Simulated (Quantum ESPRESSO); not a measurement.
# Fixed-spin-moment curve of MnS, part 2 of 2

Wanted: E(M) for MnS from a parallel start.

Quantum ESPRESSO 7.5; PBEsol; plane waves with GBRV 1.5 PBEsol potentials, no spin-orbit coupling.

So far, absolute magnetization (μB): step 2 (No moment imposed) 4.67; step 4 (Kohn–Sham states 21, tot magnetization 1.052, fixed moment …) 1.37.

The database entry behind the starting cell differs from later determinations by our own check (an axis about 0.2 % short against later determinations), so it need not match the best structure at ambient conditions.

## (5) Moment fixed at 2.103 μB

Input file pw.in:

```
&CONTROL
  calculation = 'scf'
  prefix = 'pwscf'
  outdir = './tmp'
  pseudo_dir = './pseudo'
  disk_io = 'nowf'
/
&SYSTEM
  ibrav = 0
  celldm(1) = 8
  nat = 2
  ntyp = 2
  ecutwfc = 40
  ecutrho = 280
  nbnd = 21
  occupations = 'smearing'
  smearing = 'fd'
  degauss = 0.00734986
  nspin = 2
  starting_magnetization(1) = 0.1402
  starting_magnetization(2) = 0
  tot_magnetization = 2.103
/
&ELECTRONS
  conv_thr = 4d-09
  electron_maxstep = 150
  mixing_beta = 0.3
/
ATOMIC_SPECIES
Mn     54.9380 mn_pbesol_v1.5.uspp.F.UPF
S      32.0600 s_pbesol_v1.4.uspp.F.UPF
CELL_PARAMETERS alat
   0.0000000000000    0.6152239614485    0.6152239614485
   0.6152239614485    0.0000000000000    0.6152239614485
   0.6152239614485    0.6152239614485    0.0000000000000
ATOMIC_POSITIONS crystal
Mn      0.0000000000    0.0000000000    0.0000000000
S       0.5000000000    0.5000000000    0.5000000000
K_POINTS automatic
8 8 8 0 0 0
```

The run is started by

```sh
$ OMP_NUM_THREADS=1 mpirun -n 2 pw.x -nk 2 -in pw.in > pw.out
```

The program printed:

```text
     [... lines left out ...]
Program PWSCF v.7.5 starts
     [... lines left out ...]
     number of atoms/cell      =            2
     [... lines left out ...]
     number of electrons       =        21.00 (up:  11.55, down:   9.45)
     number of Kohn-Sham states=           21
     kinetic-energy cutoff     =      40.0000  Ry
     charge density cutoff     =     280.0000  Ry
     scf convergence threshold =      4.0E-09
     [... lines left out ...]
     48 Sym. Ops., with inversion, found
     [... lines left out ...]
     number of k points=    29  Fermi-Dirac smearing, width (Ry)=  0.0073
     [... lines left out ...]
     iteration # 13     ecut=    40.00 Ry     beta= 0.30
     [... lines left out ...]
     Magnetic moment per site  (integrated on atomic sphere of radius R)
     atom   1 (R=0.254)  charge= 13.2702  magn=  2.1513
     atom   2 (R=0.254)  charge=  4.5339  magn= -0.1162
     [... lines left out ...]
     the spin up/dw Fermi energies are     9.1820   10.3604 ev
!    total energy              =    -235.05661729 Ry
     estimated scf accuracy    <          7.1E-10 Ry
     smearing contrib. (-TS)   =      -0.00943262 Ry
     [... lines left out ...]
     total magnetization       =     2.10 Bohr mag/cell
     absolute magnetization    =     2.42 Bohr mag/cell
     convergence has been achieved in  13 iterations
```

Elapsed: 16 s, on 2 MPI ranks of Intel Xeon 6975P-C (Granite Rapids), shared host; peak memory 0.21 GiB.

Numbers from this step:

| Item | Value |
| --- | --- |
| magnetization | 2.103 μB |
| absolute magnetization | 2.417 μB |
| half the difference of the two Fermi energies | -589.2 meV |
| largest moment | 2.151 μB |

## (6) What a mistake does

One input was spoiled on purpose, to see how the program answers.

Input file pw.in:

```
&CONTROL
  calculation = 'scf'
  prefix = 'pwscf'
  outdir = './tmp'
  pseudo_dir = './pseudo'
  disk_io = 'nowf'
/
&SYSTEM
  ibrav = 0
  nat = 2
  ntyp = 2
  ecutwfc = 40
  ecutrho = 280
  nbnd = 19
  occupations = 'smearing'
  smearing = 'fd'
  degauss = 0.00734986
  nspin = 2
  starting_magnetization(1) = 0.3
  starting_magnetization(2) = 0
/
&ELECTRONS
  conv_thr = 4d-09
  electron_maxstep = 4
  mixing_beta = 0.3
/
ATOMIC_SPECIES
Mn     54.9380 mn_pbesol_v1.5.uspp.F.UPF
S      32.0600 s_pbesol_v1.4.uspp.F.UPF
CELL_PARAMETERS angstrom
   0.0000000000    2.6045000000    2.6045000000
   2.6045000000    0.0000000000    2.6045000000
   2.6045000000    2.6045000000    0.0000000000
ATOMIC_POSITIONS crystal
Mn      0.0000000000    0.0000000000    0.0000000000
S       0.5000000000    0.5000000000    0.5000000000
K_POINTS automatic
8 8 8 0 0 0
```

The program printed:

```text
     [... lines left out ...]
Program PWSCF v.7.5 starts
     [... lines left out ...]
     number of atoms/cell      =            2
     [... lines left out ...]
     number of electrons       =        21.00
     number of Kohn-Sham states=           19
     kinetic-energy cutoff     =      40.0000  Ry
     charge density cutoff     =     280.0000  Ry
     scf convergence threshold =      4.0E-09
     [... lines left out ...]
     48 Sym. Ops., with inversion, found
     [... lines left out ...]
     number of k points=    29  Fermi-Dirac smearing, width (Ry)=  0.0073
     [... lines left out ...]
     iteration #  4     ecut=    40.00 Ry     beta= 0.30
     [... lines left out ...]
     estimated scf accuracy    <       0.00168420 Ry
     total magnetization       =     4.65 Bohr mag/cell
     absolute magnetization    =     4.65 Bohr mag/cell
     [... lines left out ...]
     convergence NOT achieved after   4 iterations: stopping
[key lines of the parts left out:]
total energy              =    -235.15056908 Ry
```

It took 5.9 s on 2 MPI ranks; peak memory 0.21 GiB.

Residual by cycle:

cycle, log10 residual and a bar from the least value:
```
        1        1.0 ##############################
        2       -0.2 #################
        3       -1.0 #######
        4       -1.6
```

No converged result was reached; the numbers in the log don't describe the system.

After 4 cycles the residual stands at 0.023. The cap of 4 cycles in the input ended the loop.

The fault put into the input: too few SCF iterations.

## (7) The curve

The runs not shown differ in the target, the start and the number of states alone. The point at 4.67 μB is the free run, entered with slope zero.

Energy over the lowest against total spin moment:

```
total spin moment (μB a cell)  energy over the lowest (meV a cell)
                         0.00                                 2061
                         1.05                                 1816
                         2.10                                 1281
                         3.15                                  615
                         4.21                                 87.7
                         4.67                                    0
                         5.26                                  578
                         6.31                                 3606
```

dE/dM against total spin moment:

```
total spin moment (μB a cell)  dE/dM (meV/μB)
                         0.00         -0.0496
                         1.05            -415
                         2.10            -589
                         3.15            -630
                         4.21            -309
                         4.67               0
                         5.26            2378
                         6.31            3233
```

Table of largest site moment by total spin moment:

```
total spin moment (μB a cell)  largest site moment (μB)
                         0.00                    2.6e-5
                         1.05                      1.11
                         2.10                      2.15
                         3.15                      3.11
                         4.21                      3.89
                         4.67                      4.18
                         5.26                      4.41
                         6.31                      4.61
```

## (8) Outcome

```
moment of the free run                              : 4.67 μB a cell
energy at zero total moment                         : 2061 meV a cell over the lowest
ΔE/ΔM² from the lowest point to 5.26 and to 4.21 μB : 1691 and 401 meV/μB²
```

**Reading.** At zero total moment the site moments vanish, so the 2061 meV a cell is the energy of forming them. The points show one minimum alone. The cell holds one seeded atom, so opposed orders, which may lie lower, cannot form in it. Energies are free energies at an electronic temperature of 1160 K, which lowers moments and differences where the moments are itinerant. No Hubbard term acts here. In such compounds local and semilocal functionals without one often delocalise the d electrons, and can shrink or lose moments and miss the size, sign and order of the couplings.

[Logs and program files are shortened in this print: banners, set-up blocks, solver, clock and traceback lines can be left out without a mark of their own.]

[Logs are printed without paths, hosts, clocks, repeated set-up lines and the standing remarks that a program may print on its own settings, such as how far it seeks lower states.]

[Hosts, paths, dates, database ids (printed as entryN), source tags and the programs' standing remarks are cut or masked in the printed files.]

[Where a cell is said to come from a database of computed structures, the database is the Materials Project.]
